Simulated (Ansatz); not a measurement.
# Lattice dynamics of Cl-terminated C(111) slab, 1 bilayer, part 2 of 3

Task: relax Cl-terminated C(111) slab, 1 bilayer, then find its harmonic phonons.

Ansatz 0.2.0; DFT LDA, scalar-relativistic, plane waves, PAW; PAW set soft_1.

So far. Step 2 (Coarse relaxation): The program solves this slab on a cell height of its own, 31.8 Å, in place of the one typed.

## 4. Relaxing to small forces for the phonons

Phonons need a cell at rest on their own settings, so the relaxation is repeated with tight tolerances on forces and stress, using the mesh and the filling of the phonon run that follows.

input.yaml reads:

```yaml
crystal:
  lattice:
    - [2.8432488901, 3.2514e-06, 0.0]
    - [-1.4216272608, 2.4623241424, 0.0]
    - [0.0, 0.0, 31.8306043296]
  atoms:
    - { symbol: C, position: [0.0, 0.0, 0.2594929791] }
    - { symbol: C, position: [0.3333333333, 0.6666666667, 0.2750645751] }
    - { symbol: Cl, position: [0.0, 0.0, 0.2049493137] }
    - { symbol: Cl, position: [0.3333333333, 0.6666666667, 0.3296082405] }
  periodic: [true, true, false]
kpoints:
  mp_grid: { grid: [12, 12, 1] }
hamiltonian:
  xc: lda
  pseudopotentials: { kind: paw, azcp: { folder: soft_1 }, xc_functional: pbe }
scf:
  occupations: { method: fixed }
output:
  forces: true
  stress: true
  eigenvalues: true
  write_density: true
  write_potential: true
  elf: true
  volumetric_format: npy
relax:
  adjacent_minimum: "off"
  f_tol: 0.001
  max_steps: 60
  cell: { stress_2d_tol: 0.002 }
```

Run with:

```sh
ansatz run input.yaml --threads 4 --pin off --max-ram 16384MiB --backend cpu --events-out ev --progress --plain --runs-dir out
```

Numbers of over 12 decimals in the logs are rounded to 6 here.

What it wrote:

```text
[...]
Crystal: 4 atoms, lattice volume = 222.846 Å³
Basis set: ecut = 420 eV, 4379 PW (Γ)
Bands: 15, of which v1, the nominal top of the filled ones, is band 11 counted from 1 (10 counted from 0)
Symmetry: 12 space group operations
[...]
k-points: 19 of 144
[...]
--- Relaxed structure (1 steps of the walk, 1 accepted, 1 SCFs on fresh bases) ---
[...]
cell:  # Å, volume = 222.8462 Å³
    - [2.843249, 3.2513740206056105e-6, 0.0]
    - [-1.421627, 2.462324, 0.0]
    - [0.0, 0.0, 31.8306043296]
  atoms:
[...]
- { symbol: C, position: [0.333333, 0.666667, 0.2750645751] }
[...]
- { symbol: Cl, position: [0.333333, 0.666667, 0.3296082405] }
[key lines of the parts left out:]
SCF converged after 10 iterations
Free energy (F): -2571.519973 eV
Fermi energy:    -3.739375 eV
P = ½ c Tr σ = 0.0001 N/m
```

Wall time 3.5 s (4 threads of Arm Neoverse V2, shared host); peak memory 0.45 GiB.

Little changed from the start: no atom moved by 0.005 Å and no cell edge by 0.1 %.

ELF in the ac plane at fractional y = 0.667, with atoms of C and Cl within 0.2 Å of it. It is the smooth field of the valence electrons, not physical close to the nuclei.

Values, 24 rows by 15 columns, each cell a mean:
```
0.00 0.00 0.00 0.00 0.00 0.00 0.00 0.00 0.00 0.00 0.00 0.00 0.00 0.00 0.00
0.00 0.00 0.00 0.00 0.00 0.00 0.00 0.00 0.00 0.00 0.00 0.00 0.00 0.00 0.00
0.00 0.00 0.00 0.00 0.00 0.00 0.00 0.00 0.00 0.00 0.00 0.00 0.00 0.00 0.00
0.00 0.00 0.00 0.00 0.00 0.00 0.00 0.00 0.00 0.00 0.00 0.00 0.00 0.00 0.00
0.00 0.00 0.00 0.00 0.00 0.00 0.00 0.00 0.00 0.00 0.00 0.00 0.00 0.00 0.00
0.00 0.00 0.00 0.00 0.00 0.00 0.00 0.00 0.00 0.00 0.00 0.00 0.00 0.00 0.00
0.00 0.00 0.00 0.00 0.00 0.00 0.00 0.00 0.00 0.00 0.00 0.00 0.00 0.00 0.00
0.00 0.00 0.00 0.00 0.00 0.00 0.00 0.00 0.00 0.00 0.00 0.00 0.00 0.00 0.00
0.00 0.00 0.00 0.00 0.00 0.00 0.00 0.00 0.00 0.00 0.00 0.00 0.00 0.00 0.00
0.00 0.00 0.00 0.00 0.00 0.00 0.00 0.00 0.00 0.00 0.00 0.00 0.00 0.00 0.00
0.00 0.00 0.00 0.00 0.00 0.00 0.00 0.00 0.00 0.00 0.00 0.00 0.00 0.00 0.00
0.00 0.00 0.00 0.00 0.00 0.00 0.00 0.00 0.00 0.00 0.00 0.00 0.00 0.00 0.00
0.00 0.00 0.00 0.00 0.00 0.00 0.00 0.00 0.00 0.00 0.00 0.00 0.00 0.00 0.00
0.00 0.00 0.00 0.00 0.00 0.00 0.00 0.00 0.00 0.00 0.00 0.00 0.00 0.00 0.00
0.03 0.05 0.07 0.09 0.09 0.09 0.09 0.09 0.07 0.05 0.03 0.01 0.00 0.00 0.01
0.62 0.74 0.78 0.74 0.65 0.58 0.65 0.74 0.78 0.74 0.62 0.31 0.09 0.09 0.31
0.50 0.63 0.71 0.70 0.62 0.57 0.62 0.70 0.71 0.63 0.50 0.26 0.09 0.09 0.26
0.61 0.68 0.69 0.56 0.35 0.27 0.35 0.56 0.69 0.68 0.61 0.52 0.45 0.45 0.52
0.49 0.37 0.22 0.12 0.08 0.07 0.08 0.11 0.22 0.37 0.48 0.56 0.59 0.59 0.56
0.63 0.48 0.27 0.11 0.04 0.03 0.04 0.11 0.27 0.48 0.63 0.70 0.73 0.73 0.70
0.03 0.02 0.01 0.00 0.00 0.00 0.00 0.00 0.01 0.02 0.03 0.04 0.05 0.05 0.04
0.00 0.00 0.00 0.00 0.00 0.00 0.00 0.00 0.00 0.00 0.00 0.00 0.00 0.00 0.00
0.00 0.00 0.00 0.00 0.00 0.00 0.00 0.00 0.00 0.00 0.00 0.00 0.00 0.00 0.00
0.00 0.00 0.00 0.00 0.00 0.00 0.00 0.00 0.00 0.00 0.00 0.00 0.00 0.00 0.00
```
Columns run along a (2.8 Å), rows up along c (31.8 Å). Atoms in or near the plane, at fractional coordinates: C at (0.33, 0.28), Cl at (0.33, 0.33).

Valence density in the ac plane at fractional y = 0.667, with atoms of C and Cl within 0.2 Å of it. It is the smooth field of the valence electrons, not physical close to the nuclei.

Ten steps, logarithmic in the rise over the least value, from '_' (0.0 e/Å³) to '@' (1.4 e/Å³), each cell a mean:
```
______________________________
______________________________
______________________________
______________________________
______________________________
______________________________
______________________________
______________________________
______________________________
______________________________
______________________________
______________________________
______________________________
______________________________
__..................__________
**%%@@@@@@%%@@@@@@%%**++====++
##%%@@@@@@@@@@@@@@%%##**++++**
##%%@@@@@@@@@@@@@@%%##########
##****++++==++++****####%%%%##
****++====--====++****########
______________________........
______________________________
______________________________
______________________________
```
Columns run along a (2.8 Å), rows up along c (31.8 Å). Atoms in or near the plane, at fractional coordinates: C at (0.33, 0.28), Cl at (0.33, 0.33).

Electrostatic potential energy in the ac plane at fractional y = 0.667, with atoms of C and Cl within 0.2 Å of it. With pseudopotentials it is smooth inside the atoms' cores, unlike the true potential.

Ten even steps from '_' (-29 eV) to '@' (0 eV), each cell a mean:
```
@@@@@@@@@@@@@@@@@@@@@@@@@@@@@@
@@@@@@@@@@@@@@@@@@@@@@@@@@@@@@
@@@@@@@@@@@@@@@@@@@@@@@@@@@@@@
@@@@@@@@@@@@@@@@@@@@@@@@@@@@@@
@@@@@@@@@@@@@@@@@@@@@@@@@@@@@@
@@@@@@@@@@@@@@@@@@@@@@@@@@@@@@
@@@@@@@@@@@@@@@@@@@@@@@@@@@@@@
@@@@@@@@@@@@@@@@@@@@@@@@@@@@@@
@@@@@@@@@@@@@@@@@@@@@@@@@@@@@@
@@@@@@@@@@@@@@@@@@@@@@@@@@@@@@
@@@@@@@@@@@@@@@@@@@@@@@@@@@@@@
@@@@@@@@@@@@@@@@@@@@@@@@@@@@@@
@@@@@@@@@@@@@@@@@@@@@@@@@@@@@@
@@@@@@@@@@@@@@@@@@@@@@@@@@@@@@
@@@@@@@@@@@@@@@@@@@@@@@@@@@@@@
%%**==--::::::--==**%%@@@@@@@@
%%++::..______..::++%%%%@@@@@@
##**::..______..::**##########
%%%%@@@@@@@@@@@@@@%%%%##****##
%%@@@@@@@@@@@@@@@@@@%%########
@@@@@@@@@@@@@@@@@@@@@@@@@@@@@@
@@@@@@@@@@@@@@@@@@@@@@@@@@@@@@
@@@@@@@@@@@@@@@@@@@@@@@@@@@@@@
@@@@@@@@@@@@@@@@@@@@@@@@@@@@@@
```
Columns run along a (2.8 Å; values clipped at the 3rd and 97th percentile), rows up along c (31.8 Å). Atoms in or near the plane, at fractional coordinates: C at (0.33, 0.28), Cl at (0.33, 0.33).

The largest force component left is 0.51 meV/Å, within the tolerances set.

## 5. Modes at Γ

The zone centre comes first: it holds the modes that light can see, as far as symmetry allows. The response to a homogeneous field gives the Born charges and the dielectric tensor.

input.yaml: that of step 4 with these lines changed.

```diff
@@ -19,13 +19,5 @@
 output:
-  forces: true
-  stress: true
   eigenvalues: true
-  write_density: true
-  write_potential: true
-  elf: true
-  volumetric_format: npy
-relax:
-  adjacent_minimum: "off"
-  f_tol: 0.001
-  max_steps: 60
-  cell: { stress_2d_tol: 0.002 }
+phonons:
+  method: dfpt
+  dielectric: true
```

What it wrote:

```text
Warning: phonons.dielectric: true without phonons.rigid_motions: the static dielectric tensor ε⁰ will be withheld (ε∞, Z* and the rows of modes are given); for a crystal or a slab, whose only rigid motions are the translations, set phonons.rigid_motions: translations
Warning: crystal.symmetry: narrowed to the stabiliser of the run's FFT grids — unitary ops 12 → 6. A phonons.method: dfpt run fills in the rows of the dynamical matrix that it does not solve by its symmetry operations, which is exact only for operations that map its FFT grids onto themselves: filled in by any other, the frequencies could depend on the order in which like atoms are typed, or, by more than the grids' own error, on where the crystal sits among the grids' points. Excluded: 6 operations. The run can therefore solve more perturbations, solve them on more k-points, or both, and cost more. [rest of the remark cut]
[...]
Crystal: 4 atoms, lattice volume = 222.846 Å³
Basis set: ecut = 420 eV, 4379 PW (Γ), exchange–correlation on 40×40×432 points (8 copies of the dense FFT grid, shifted against one another)
Bands: 15, of which v1, the nominal top of the filled ones, is band 11 counted from 1 (10 counted from 0)
Symmetry: 12 space group operations
k-points: 43 of 144 (irreducible under 2 space group operations, time reversal used)
[...]
SCF iter   1: F=—  HF=-2571.981968 eV  |F-HF|=—  |Δ(HF+E_count)|=         —  Δρ=2.90e-2  dr2=1.33e0  ethr=3.10e-3  ⟨swp⟩=7.6  Hψ=4608  notcnv=0  defer=73
[...]
SCF iter  10: F=-2571.519950 eV  HF=-2571.519950 eV  |F-HF|=2.18e-11  |Δ(HF+E_count)|=  6.50e-11  Δρ=7.39e-8  dr2=9.24e-12  ethr=1.00e-12  ⟨swp⟩=21.1  Hψ=7492  notcnv=0
SCF 1 converged in 10 iterations: F = -2571.519950 eV  dr2 = 9.24e-12
[...]
DFPT response loops at Γ: preconditioner auto → none (the input reference at scf.mixing.eps_inf says where Resta's filter doesn't serve); β = 0.50; Broyden in place of MSR1
── the response to a field inside a basis, on 12×12×1 k-points: an SCF that follows is theirs, and a resumed run solves both again ──
Bands: 12, of which v1, the nominal top of the filled ones, is band 11 counted from 1 (10 counted from 0)
k-points: 42 of 144 (irreducible under 2 space group operations, time reversal used)
[...]
Eigensolver: Dense (42 Hₖ)
SCF iter   1: F=—  HF=-2571.516302 eV  |F-HF|=—  |Δ(HF+E_count)|=         —  Δρ=7.44e-5  dr2=2.51e-6  ethr=1.00e-1
[...]
SCF iter   4: F=-2571.516303 eV  HF=-2571.516303 eV  |F-HF|=5.22e-10  |Δ(HF+E_count)|=   7.61e-8  Δρ=1.22e-6  dr2=2.59e-9  ethr=1.94e-9
SCF 1 converged in 4 iterations: F = -2571.516303 eV  dr2 = 2.59e-9
[...]
SCF converged after 10 iterations
Free energy (F): -2571.519950 eV
[...]
Internal energy: -2571.519950 eV  (E = F + TS)
E sigma→0 (E₀):  -2571.519950 eV
Fermi energy:    -3.739400 eV
[...]
--- Band table (eV; the first three rows and the last of 43) ---
  k-point 0: bands = [... 7 lower, -5.0253, -5.0253, -3.7394, -3.7394, -2.5620, -1.6893 (-1.6893°), -1.0780, -0.1205]
  k-point 1: bands = [... 7 lower, -5.5266, -5.1002, -4.2787, -3.8532, -2.4007, -1.3063 (-1.3063°), -0.9588, -0.0739]
  k-point 2: bands = [... 7 lower, -6.6503, -5.5632, -5.3315, -4.1489, -2.0256, -1.2812 (-1.2812°), -0.6169, 0.7075]
  k-point 42: bands = [... 7 lower, -9.4490, -8.6192, -7.6956, -7.0167, -0.2310, -0.0760, 1.1447, 1.7752]
  ° read free of the cell's end (the report's vacuum.weakly_bound_levels)
--- Phonons (Γ-DFPT): 8 representative perturbations + reference, on 43 of 144 k-points (Σ response iterations 38) ---
  ASR residual: 1.352e-4 → 0.000e0 eV/Å²; symmetrization residual: 8.587e-5 eV/Å²
  The last average, over the group as it would stand without the narrowing to the FFT grids, took up to 5.461e-7 eV/Å² of the zone centre's force constants
  ASR residual per site (eV/Å²): 1.35e-4 1.35e-4 2.13e-5 2.03e-5
  Γ frequencies (cm⁻¹): 0.00 0.00 0.00 98.89 98.89 132.08 132.08 414.86 763.24 763.24 857.03 1060.93
  ε∞ (high-frequency dielectric tensor):
        1.807717     0.000000     0.000000
        0.000000     1.807717    -0.000000
        0.000000    -0.000000     1.171493
  α∞ (the layer's polarisability for a field applied outside it; Å, Gaussian; ε∞ is over the cell's 31.831 Å):
        2.045946     0.000000     0.000000
        0.000000     2.045946    -0.000000
        0.000000    -0.000000     0.434392
  ε⁰ (static dielectric tensor): not given — the deck does not say what the cell's rigid motions are, and on a molecule in a box or a wire the rigid rotations would enter the sum over the modes at Γ. For a crystal or a slab, whose only rigid motions are the translations, set phonons.rigid_motions: translations.
  Born effective charges Z* (e; rows j = field, columns β = displacement):
    site 0:
         0.15550    0.00000    0.00000
         0.00000    0.15550   -0.00000
         0.00000   -0.00000    0.18573
    site 1:
         0.15550    0.00000    0.00000
         0.00000    0.15550   -0.00000
         0.00000   -0.00000    0.18573
    site 2:
        -0.15550   -0.00000   -0.00000
        -0.00000   -0.15550    0.00000
        -0.00000    0.00000   -0.18573
    site 3:
        -0.15550   -0.00000   -0.00000
        -0.00000   -0.15550    0.00000
        -0.00000    0.00000   -0.18573
  Z* charge neutrality: 1.164e-3 e pre-enforcement
  solved inside a basis spanned on kpoints, on 12×12×1 k-points, its susceptibility summed on 16×16×1: ε∞ is read to err by 3.5e-3, Z* by 8.0e-3 e (field_mesh: kpoints solves on kpoints); Z* is corrected for what the basis lacks
  optical modes at Γ without the LO–TO term, one row a degenerate level:
      ω (cm⁻¹)  modes    IR ((D/Å)²/amu)
         98.89      2             0.0000
        132.08      2             0.2487
        414.86      1             0.0000
        763.24      2             0.0000
        857.03      1             0.1774
       1060.93      1             0.0000
```

Wall time 49 s (4 threads); peak memory 0.93 GiB; 3.1 min of CPU time.

The column dr2 measures how far the density is from self-consistency, as an energy; F and HF (Harris–Foulkes) agree once it is small.

Numbers from this step:

```
gap on the k-mesh                                       : 1.177 eV
sum-rule residual before enforcement                    : 1.35e-4 eV/Å²
miss of the charge sum rule                             : 0.001164 e
estimated error of the dielectric tensor                : 0.003470
estimated error of the Born charges                     : 0.007971 e
point group                                             : -3m
highest optical mode at the zone centre (no LO-TO term) : 1061 cm⁻¹
lowest optical zone-centre mode                         : 98.89 cm⁻¹
largest Born charge (third of the trace)                : 0.1656 e
```

Without the LO-TO term. Patterns of degenerate modes are one choice out of their space. Modes at Γ, with each element's share of the kinetic energy:

```tsv
mode	frequency (cm⁻¹)	symmetry	C %	Cl %
1	0.0	acoustic	25	75
2	0.0	acoustic	25	75
3	0.0	acoustic	25	75
4	98.9	Eg	1	99
5	98.9	Eg	1	99
6	132.1	Eu	75	25
7	132.1	Eu	75	25
8	414.9	A1g	2	98
9	763.2	Eg	99	1
10	763.2	Eg	99	1
11	857.0	A2u	75	25
12	1060.9	A1g	98	2
```

Displacements in mode 5 (98.9 cm⁻¹), the largest set to 1:
```
C1   0.00  0.15  0.00
C2   0.00 -0.15  0.00
Cl3  0.00  1.00  0.00
Cl4  0.00 -1.00  0.00
```

Displacements in mode 6 (132.1 cm⁻¹), the largest set to 1:
```
C1  -0.47  1.00  0.00
C2  -0.47  1.00  0.00
Cl3  0.16 -0.34  0.00
Cl4  0.16 -0.34  0.00
```

High-frequency dielectric tensor, averaged over the cell of height 31.8 Å or as lengthened by the program, vacuum included. Tensor:

```tsv
	x	y	z
x	1.808	0	0
y	0	1.808	0
z	0	0	1.171
```

Born charge (rows field, columns displacement) (e), principal values of the symmetric part by kind of site:

```tsv
atom	atoms with these values	low	middle	high	mean
C1	2	0.1555	0.1555	0.1857	0.1656
Cl3	2	-0.1857	-0.1555	-0.1555	-0.1656
```

In full for C1:

```
0.1555 0.0000 0.0000
0.0000 0.1555 0.0000
0.0000 0.0000 0.1857
```

Transverse modes. Lines of the infrared spectrum (strongest = 100):

```tsv
position (cm⁻¹)	label	relative intensity
99	Eg	0.0
132	Eu	100
415	A1g	0.0
763	Eg	0.0
857	A2u	71
1061	A1g	0.0
```

Before it was imposed, the acoustic sum rule was missed by 1.4e-4 eV/Å² and the charge sum rule by 0.0012 e. Small misses are needed for a sound result but don't prove that mesh and cutoff are converged. The lowest optical mode is real, 98.9 cm⁻¹.

(Part 2 of 3 ends here.)

[Logs are printed without paths, hosts, clocks, repeated set-up lines and the standing remarks that a program may print on its own settings, such as how far it seeks lower states.]

[Hosts, paths, dates, database ids (printed as entryN), source tags and the programs' standing remarks are cut or masked in the printed files.]
